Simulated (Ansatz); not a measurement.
# Si on Al(111): change of the work function, part 3 of 5

Aim: the work function of Al(111) at several coverages of Si (fcc site), and the dipole that each adsorbate carries.

Ansatz 0.2.0; plane-wave DFT, PBEsol, Ansatz PAW (the session's first sound run).

So far, work function, upper face (eV): step 2 (the clean slab) 4.07; step 3 (65 atoms, coverage 0.0625 ML, cell 4x4) 4.31.

### 4. The covered slab, k-mesh 4×4×1, coverage 0.111 ML

System of this step: Si/Al(111). The cell holds 37 atoms: 36 Al and 1 Si. Cell: a = 8.591 Å, b = 8.591 Å, c = 26.690 Å, α = 90.0°, β = 90.0°, γ = 60.0°. Vacuum lies along c.

Another coverage, to see how the dipoles act on each other as their distance changes.

The input, input.yaml:

```yaml
crystal:
  lattice:
    - [8.5913473915, 0.0, 0.0]
    - [4.2956736957, 7.4403250937, 0.0]
    - [0.0, 0.0, 26.6895920757]
  atoms:
    - { symbol: Al, position: [0.0, 0.0, 0.3372100995] }
    - { symbol: Al, position: [0.1111111111, 0.1111111111, 0.4248198533] }
    - { symbol: Al, position: [0.2222222222, 0.2222222222, 0.5094791123] }
    - { symbol: Al, position: [0.0, 0.0, 0.5957618588] }
    - { symbol: Al, position: [0.0, 0.3333333333, 0.3372100995] }
    - { symbol: Al, position: [0.1111111111, 0.4444444444, 0.4248198533] }
    - { symbol: Al, position: [0.2222222222, 0.5555555556, 0.5094791123] }
    - { symbol: Al, position: [0.0, 0.3333333333, 0.5957618588] }
    - { symbol: Al, position: [0.0, 0.6666666667, 0.3372100995] }
    - { symbol: Al, position: [0.1111111111, 0.7777777778, 0.4248198533] }
    - { symbol: Al, position: [0.2222222222, 0.8888888889, 0.5094791123] }
    - { symbol: Al, position: [0.0, 0.6666666667, 0.5957618588] }
    - { symbol: Al, position: [0.3333333333, 0.0, 0.3372100995] }
    - { symbol: Al, position: [0.4444444444, 0.1111111111, 0.4248198533] }
    - { symbol: Al, position: [0.5555555556, 0.2222222222, 0.5094791123] }
    - { symbol: Al, position: [0.3333333333, 0.0, 0.5957618588] }
    - { symbol: Al, position: [0.3333333333, 0.3333333333, 0.3372100995] }
    - { symbol: Al, position: [0.4444444444, 0.4444444444, 0.4248198533] }
    - { symbol: Al, position: [0.5555555556, 0.5555555556, 0.5094791123] }
    - { symbol: Al, position: [0.3333333333, 0.3333333333, 0.5957618588] }
    - { symbol: Al, position: [0.3333333333, 0.6666666667, 0.3372100995] }
    - { symbol: Al, position: [0.4444444444, 0.7777777778, 0.4248198533] }
    - { symbol: Al, position: [0.5555555556, 0.8888888889, 0.5094791123] }
    - { symbol: Al, position: [0.3333333333, 0.6666666667, 0.5957618588] }
    - { symbol: Al, position: [0.6666666667, 0.0, 0.3372100995] }
    - { symbol: Al, position: [0.7777777778, 0.1111111111, 0.4248198533] }
    - { symbol: Al, position: [0.8888888889, 0.2222222222, 0.5094791123] }
    - { symbol: Al, position: [0.6666666667, 0.0, 0.5957618588] }
    - { symbol: Al, position: [0.6666666667, 0.3333333333, 0.3372100995] }
    - { symbol: Al, position: [0.7777777778, 0.4444444444, 0.4248198533] }
    - { symbol: Al, position: [0.8888888889, 0.5555555556, 0.5094791123] }
    - { symbol: Al, position: [0.6666666667, 0.3333333333, 0.5957618588] }
    - { symbol: Al, position: [0.6666666667, 0.6666666667, 0.3372100995] }
    - { symbol: Al, position: [0.7777777778, 0.7777777778, 0.4248198533] }
    - { symbol: Al, position: [0.8888888889, 0.8888888889, 0.5094791123] }
    - { symbol: Al, position: [0.6666666667, 0.6666666667, 0.5957618588] }
    - { symbol: Si, position: [0.1111111111, 0.1111111111, 0.6627899005] }
kpoints:
  mp_grid: { grid: [4, 4, 1] }
hamiltonian:
  xc: pbesol
scf:
  occupations: { method: fermi_dirac, width: 0.1 }
  convergence: { dr2_threshold: 1.0e-08 }
efield:
  axis: 3
  dipole_correction: true
  ramp_position: 0.97
  ramp_width: 0.06
relax:
  f_tol: 0.02
  max_steps: 60
  constraints:
    - { sites: [0, 1, 4, 5, 8, 9, 12, 13, 16, 17, 20, 21, 24, 25, 28, 29, 32, 33] }
output:
  bader: true
  write_potential: true
  write_density: true
  volumetric_format: npy
```

On the command line:

```console
$ ansatz run input.yaml --threads 4 --pin off --max-ram 6144MiB --backend cpu --events-out ev --progress --plain --runs-dir out
```

Numbers of over 12 decimals in the logs are rounded to 6 here.

The log of the run:

```text
[...]
Crystal: 37 atoms, lattice volume = 1706.063 Å³
Basis set: ecut = 420 eV, 33311 PW (Γ), exchange–correlation on 120×120×360 points (8 copies of the dense FFT grid, shifted against one another)
Bands: 93, of which v1, the nominal top of the filled ones, is band 56 counted from 1 (55 counted from 0)
Symmetry: 6 space group operations
[...]
k-points: 4 of 16 (time reversal used)
[...]
SCF iter   1: F=—  HF=-19496.864646 eV  |F-HF|=—  |Δ(HF+E_count)|=         —  Δρ=1.51e-3  dr2=4.63e-1  ethr=1.77e-3  p=-0.138 e·Å  D=-1.47e-2 V/Å  ΔV_dip=0.39 eV  dr2_dipole=3.76e-2  V_vac-E_F(+/−)=4.42/4.03 eV  ⟨swp⟩=10.5  Hψ=2304  notcnv=0  defer=7
[...]
SCF iter   8: F=-19496.846459 eV  HF=-19496.846459 eV  |F-HF|=1.59e-8  |Δ(HF+E_count)|=   5.46e-8  Δρ=2.69e-7  dr2=3.27e-9  ethr=8.93e-12  p=-0.150 e·Å  D=-1.59e-2 V/Å  ΔV_dip=0.42 eV  dr2_dipole=1.54e-10  V_vac-E_F(+/−)=4.46/4.04 eV  ⟨swp⟩=11.2  Hψ=2600  notcnv=0
SCF 1 converged in 8 iterations: F = -19496.846459 eV  dr2 = 3.27e-9
[...]
relax step   1: F+E_penalty+E_count = -19496.84645940 eV  Δ(F+E_penalty+E_count) = +0.000e0 eV  max|allowed force component| = 6.041e-1 eV/Å  Δτ_max = 0.0000 Å  (8 SCF iters, accepted)
[...]
SCF iter   8: F=-19496.946010 eV  HF=-19496.946010 eV  |F-HF|=3.91e-9  |Δ(HF+E_count)|=   1.80e-8  Δρ=9.82e-8  dr2=5.35e-10  ethr=8.93e-12  p=-0.160 e·Å  D=-1.69e-2 V/Å  ΔV_dip=0.45 eV  dr2_dipole=3.45e-11  V_vac-E_F(+/−)=4.49/4.04 eV  ⟨swp⟩=10.0  Hψ=2320  notcnv=0
SCF 2 converged in 8 iterations: F = -19496.946010 eV  dr2 = 5.35e-10
[...]
relax step   2: F+E_penalty+E_count = -19496.94600975 eV  Δ(F+E_penalty+E_count) = -9.955e-2 eV  max|allowed force component| = 7.468e-2 eV/Å  Δτ_max = 0.0922 Å  (8 SCF iters, accepted)
SCF iter   1: F=—  HF=-19496.953415 eV  |F-HF|=—  |Δ(HF+E_count)|=         —  Δρ=3.47e-4  dr2=6.44e-3  ethr=1.09e-4  p=-0.160 e·Å  D=-1.69e-2 V/Å  ΔV_dip=0.45 eV  dr2_dipole=1.56e-4  V_vac-E_F(+/−)=4.49/4.04 eV  ⟨swp⟩=2.8  Hψ=841  notcnv=0  defer=12
[...]
SCF iter   7: F=-19496.952121 eV  HF=-19496.952121 eV  |F-HF|=9.88e-9  |Δ(HF+E_count)|=   4.83e-8  Δρ=2.05e-7  dr2=1.99e-9  ethr=8.93e-12  p=-0.162 e·Å  D=-1.71e-2 V/Å  ΔV_dip=0.46 eV  dr2_dipole=2.31e-12  V_vac-E_F(+/−)=4.50/4.04 eV  ⟨swp⟩=10.0  Hψ=2263  notcnv=0
SCF 3 converged in 7 iterations: F = -19496.952121 eV  dr2 = 1.99e-9
[...]
relax step   3: F+E_penalty+E_count = -19496.95212096 eV  Δ(F+E_penalty+E_count) = -6.111e-3 eV  max|allowed force component| = 5.068e-2 eV/Å  Δτ_max = 0.0334 Å  (7 SCF iters, accepted)
SCF iter   1: F=—  HF=-19496.952438 eV  |F-HF|=—  |Δ(HF+E_count)|=         —  Δρ=8.66e-5  dr2=8.24e-4  ethr=1.67e-6  p=-0.162 e·Å  D=-1.71e-2 V/Å  ΔV_dip=0.46 eV  dr2_dipole=1.58e-4  V_vac-E_F(+/−)=4.50/4.04 eV  ⟨swp⟩=2.0  Hψ=734  notcnv=0  defer=12
[...]
SCF iter   6: F=-19496.952352 eV  HF=-19496.952352 eV  |F-HF|=3.21e-9  |Δ(HF+E_count)|=   5.76e-8  Δρ=1.37e-7  dr2=1.25e-9  ethr=8.93e-12  p=-0.162 e·Å  D=-1.72e-2 V/Å  ΔV_dip=0.46 eV  dr2_dipole=2.56e-11  V_vac-E_F(+/−)=4.50/4.04 eV  ⟨swp⟩=10.2  Hψ=2403  notcnv=0
SCF 4 converged in 6 iterations: F = -19496.952352 eV  dr2 = 1.25e-9
relax step   4: F+E_penalty+E_count = -19496.95235199 eV  Δ(F+E_penalty+E_count) = -2.310e-4 eV  max|allowed force component| = 1.232e-2 eV/Å  Δτ_max = 0.0052 Å  (6 SCF iters, accepted)
[...]
SCF converged after 6 iterations
Free energy (F): -19496.952352 eV
[...]
Internal energy: -19496.416444 eV  (E = F + TS)
E sigma→0 (E₀):  -19496.684398 eV
Entropy (-TS):   -0.535908 eV (-14.484 meV/atom)
Fermi energy:    0.120064 eV
Dipole field:    D = -0.017183 V/Å  (p = -0.162010 e·Å, saw-weighted, corrected)
Work function:   Φ+ = 4.4965 eV   Φ− = 4.0379 eV
[...]
--- Forces (eV/Å), atoms counted from 1 ---
  atom   1  Al     0.05317342     0.03069969     0.12389457
  atom   2  Al     0.00000000     0.00000000    -0.08474327
  atom   3  Al    -0.00156607    -0.00090417     0.00004183
  atom   4  Al    -0.00323918    -0.00187014    -0.00532949
  atom   5  Al     0.00000000    -0.06139938     0.12389457
  atom   6  Al    -0.06120412    -0.03102226    -0.07279308
  atom   7  Al    -0.00082880     0.00047851    -0.00009781
  atom   8  Al    -0.00000000     0.00374028    -0.00532949
  atom   9  Al     0.00046779    -0.00027008     0.08346026
  atom  10  Al    -0.00373600     0.06851545    -0.07279308
  atom  11  Al    -0.00000000     0.00180834     0.00004183
  atom  12  Al     0.00059822    -0.00034538     0.00157331
  atom  13  Al    -0.05317342     0.03069969     0.12389457
  atom  14  Al    -0.05746812    -0.03749320    -0.07279308
  atom  15  Al     0.00000000    -0.00095702    -0.00009781
  atom  16  Al     0.00323918    -0.00187014    -0.00532949
  atom  17  Al     0.00052480     0.00030299     0.07775390
  atom  18  Al     0.00000000     0.00000000    -0.17937629
  atom  19  Al     0.00082880     0.00047851    -0.00009781
  atom  20  Al     0.00029549     0.00017060    -0.00186231
  atom  21  Al     0.00000000    -0.00060598     0.07775390
  atom  22  Al     0.00373600     0.06851545    -0.07279308
  atom  23  Al    -0.00184027     0.00106248     0.00071413
  atom  24  Al     0.00000000    -0.00034120    -0.00186231
  atom  25  Al    -0.00000000     0.00054016     0.08346026
  atom  26  Al     0.05746812    -0.03749320    -0.07279308
  atom  27  Al     0.00156607    -0.00090417     0.00004183
  atom  28  Al    -0.00000000     0.00069077     0.00157331
  atom  29  Al    -0.00052480     0.00030299     0.07775390
  atom  30  Al     0.06120412    -0.03102226    -0.07279308
  atom  31  Al     0.00000000    -0.00212496     0.00071413
  atom  32  Al    -0.00029549     0.00017060    -0.00186231
  atom  33  Al    -0.00046779    -0.00027008     0.08346026
  atom  34  Al     0.00000000     0.00000000    -0.15188001
  atom  35  Al     0.00184027     0.00106248     0.00071413
  atom  36  Al    -0.00059822    -0.00034538     0.00157331
  atom  37  Si    -0.00000000    -0.00000000     0.01232187
  max |Σ_I F_I| component: 9.04e-6 eV/Å
--- Band table (eV) ---
  k-point 0: bands = [... 52 lower, -0.4797, -0.4797, -0.3237, -0.2982, -0.2982, -0.2874, 0.0217, 0.1590, ... 33 higher]
  k-point 1: bands = [... 52 lower, -0.3479, -0.2644, -0.1417, -0.1267, -0.0479, 0.0108, 0.0585, 0.4317, ... 33 higher]
  k-point 2: bands = [... 52 lower, -0.1545, 0.1262, 0.2841, 0.3233, 0.3239, 0.3650, 0.5844, 0.7144, ... 33 higher]
  k-point 3: bands = [... 52 lower, -0.1211, 0.0822, 0.1360, 0.2369, 0.3490, 0.4482, 0.5582, 0.6667, ... 33 higher]
--- Relaxed structure (4 steps of the walk, 4 accepted, 0 SCFs on fresh bases) ---
  F+E_penalty+E_count = -19496.95235199 eV   max|allowed force component| = 1.232e-2 eV/Å
  atoms:
[...]
- { symbol: Al, position: [0.111111, 0.111111, 0.4248198533] }
    - { symbol: Al, position: [0.221921, 0.221921, 0.510437] }
    - { symbol: Al, position: [-0.00736475, -0.00736475, 0.598079] }
    - { symbol: Al, position: [1.1111084274872951e-11, 0.333333, 0.3372100995] }
    - { symbol: Al, position: [0.111111, 0.444444, 0.4248198533] }
    - { symbol: Al, position: [0.221700, 0.555817, 0.508287] }
    - { symbol: Al, position: [-0.00736475, 0.348063, 0.598079] }
    - { symbol: Al, position: [-2.2222224060897133e-11, 0.666667, 0.3372100995] }
    - { symbol: Al, position: [0.111111, 0.777778, 0.4248198533] }
    - { symbol: Al, position: [0.221921, 0.889490, 0.510437] }
    - { symbol: Al, position: [0.00258002, 0.665377, 0.594763] }
    - { symbol: Al, position: [0.333333, 1.1111113280699722e-11, 0.3372100995] }
    - { symbol: Al, position: [0.444444, 0.111111, 0.4248198533] }
    - { symbol: Al, position: [0.555817, 0.221700, 0.508287] }
    - { symbol: Al, position: [0.348063, -0.00736475, 0.598079] }
    - { symbol: Al, position: [0.333333, 0.333333, 0.3372100995] }
    - { symbol: Al, position: [0.444444, 0.444444, 0.4248198533] }
    - { symbol: Al, position: [0.555817, 0.555817, 0.508287] }
    - { symbol: Al, position: [0.334490, 0.334490, 0.594238] }
    - { symbol: Al, position: [0.333333, 0.666667, 0.3372100995] }
    - { symbol: Al, position: [0.444444, 0.777778, 0.4248198533] }
    - { symbol: Al, position: [0.555992, 0.888671, 0.509279] }
    - { symbol: Al, position: [0.334490, 0.664354, 0.594238] }
    - { symbol: Al, position: [0.666667, -2.2222204306928902e-11, 0.3372100995] }
    - { symbol: Al, position: [0.777778, 0.111111, 0.4248198533] }
    - { symbol: Al, position: [0.889490, 0.221921, 0.510437] }
    - { symbol: Al, position: [0.665377, 0.00258002, 0.594763] }
    - { symbol: Al, position: [0.666667, 0.333333, 0.3372100995] }
    - { symbol: Al, position: [0.777778, 0.444444, 0.4248198533] }
    - { symbol: Al, position: [0.888671, 0.555992, 0.509279] }
    - { symbol: Al, position: [0.664354, 0.334490, 0.594238] }
    - { symbol: Al, position: [0.666667, 0.666667, 0.3372100995] }
    - { symbol: Al, position: [0.777778, 0.777778, 0.4248198533] }
    - { symbol: Al, position: [0.888671, 0.888671, 0.509279] }
    - { symbol: Al, position: [0.665377, 0.665377, 0.594763] }
    - { symbol: Si, position: [0.111111, 0.111111, 0.662192] }
--- Bader charges: 37 sites ---
  site symbol  charge [e]  shift [e]
     0     Al      0.0262     0.0000
     1     Al     -0.0295     0.0000
     2     Al     -0.0202     0.0000
     3     Al      0.5384     0.0020
     4     Al      0.0262     0.0000
     5     Al     -0.0365     0.0000
     6     Al     -0.0299     0.0000
     7     Al      0.5384     0.0020
     8     Al      0.0241     0.0000
     9     Al     -0.0365     0.0000
    10     Al     -0.0202     0.0000
    11     Al     -0.0448     0.0006
    12     Al      0.0262     0.0000
    13     Al     -0.0365     0.0000
    14     Al     -0.0299     0.0000
    15     Al      0.5384     0.0020
    16     Al      0.0330     0.0000
    17     Al     -0.0420     0.0000
    18     Al     -0.0299     0.0000
    19     Al      0.0260     0.0000
    20     Al      0.0330     0.0000
    21     Al     -0.0365     0.0000
    22     Al      0.0213     0.0000
    23     Al      0.0260     0.0000
    24     Al      0.0241     0.0000
    25     Al     -0.0365     0.0000
    26     Al     -0.0202     0.0000
    27     Al     -0.0448     0.0006
    28     Al      0.0330     0.0000
    29     Al     -0.0365     0.0000
    30     Al      0.0213     0.0000
    31     Al      0.0260     0.0000
    32     Al      0.0241     0.0000
    33     Al     -0.0560     0.0000
    34     Al      0.0213     0.0000
    35     Al     -0.0448     0.0006
    36     Si     -1.3760     0.0040
  estimated error of the sums over rays = 4.3e-4 e
```

Wall time 2.5 min (4 threads of Arm Neoverse V2, shared host); peak memory 3 GiB.

The steps of the relaxation:

```tsv
step	energy less that of the first step (eV)	largest force component (eV/Å)
1	0.0000	0.6041
2	-0.0996	0.0747
3	-0.1057	0.0507
4	-0.1059	0.0123
```

The run keeps the 6 symmetry operations that it works with, so distortions that break them were not tested.

The atoms that moved most (Å):

```tsv
atom	dx	dy	dz	length
Al8	0.000	0.110	0.062	0.126
Al4	-0.095	-0.055	0.062	0.126
Al16	0.095	-0.055	0.062	0.126
Al20	0.015	0.009	-0.041	0.044
Al24	0.000	-0.017	-0.041	0.044
Al32	-0.015	0.009	-0.041	0.044
Al28	0.000	0.019	-0.027	0.033
Al12	0.017	-0.010	-0.027	0.033
```

Final coordinates:

```xyz
37
Lattice="8.5913 0.0000 0.0000 4.2957 7.4403 0.0000 0.0000 0.0000 26.6896" Properties=species:S:1:pos:R:3
Al    0.0000    0.0000    9.0000
Al    1.4319    0.8267   11.3383
Al    2.8599    1.6512   13.6234
Al   -0.0949   -0.0548   15.9625
Al    1.4319    2.4801    9.0000
Al    2.8638    3.3068   11.3383
Al    4.2923    4.1355   13.5660
Al    1.4319    2.5897   15.9625
Al    2.8638    4.9602    9.0000
Al    4.2957    5.7869   11.3383
Al    5.7276    6.6181   13.6234
Al    2.8804    4.9506   15.8740
Al    2.8638    0.0000    9.0000
Al    4.2957    0.8267   11.3383
Al    5.7276    1.6495   13.5660
Al    2.9587   -0.0548   15.9625
Al    4.2957    2.4801    9.0000
Al    5.7276    3.3068   11.3383
Al    7.1628    4.1355   13.5660
Al    4.3106    2.4887   15.8600
Al    5.7276    4.9602    9.0000
Al    7.1595    5.7869   11.3383
Al    8.5942    6.6120   13.5924
Al    5.7276    4.9430   15.8600
Al    5.7276    0.0000    9.0000
Al    7.1595    0.8267   11.3383
Al    8.5952    1.6512   13.6234
Al    5.7276    0.0192   15.8740
Al    7.1595    2.4801    9.0000
Al    8.5913    3.3068   11.3383
Al   10.0232    4.1368   13.5924
Al    7.1446    2.4887   15.8600
Al    8.5913    4.9602    9.0000
Al   10.0232    5.7869   11.3383
Al   11.4523    6.6120   13.5924
Al    8.5747    4.9506   15.8740
Si    1.4319    0.8267   17.6736
```

Numbers from this step:

| Item | Value |
| --- | --- |
| energy at zero smearing | -19496.6844 eV |
| work function, upper face | 4.497 eV |
| work function, lower face | 4.038 eV |
| dipole along the normal | -0.1620 e·Å |
| step between the vacuum levels | 0.4586 eV |

The relaxation took 4 steps and lowered the energy by 0.11 eV; the largest force on the free atoms ends at 0.012 eV/Å.

The covered face has 4.50 eV, +0.43 eV against the clean one; the bare back face has moved by -0.02 eV, a measure of how thin the slab is.

(Part 3 of 5 ends here.)

[Logs are printed without paths, hosts, clocks, repeated set-up lines and the standing remarks that a program may print on its own settings, such as how far it seeks lower states.]

[Hosts, paths, dates, database ids (printed as entryN), source tags and the programs' standing remarks are cut or masked in the printed files.]

[Maps of the electrostatic potential energy from Ansatz leave out the sawtooth potential of an applied field or a dipole correction, so their vacuum need not be flat; planar profiles and work functions include it.]
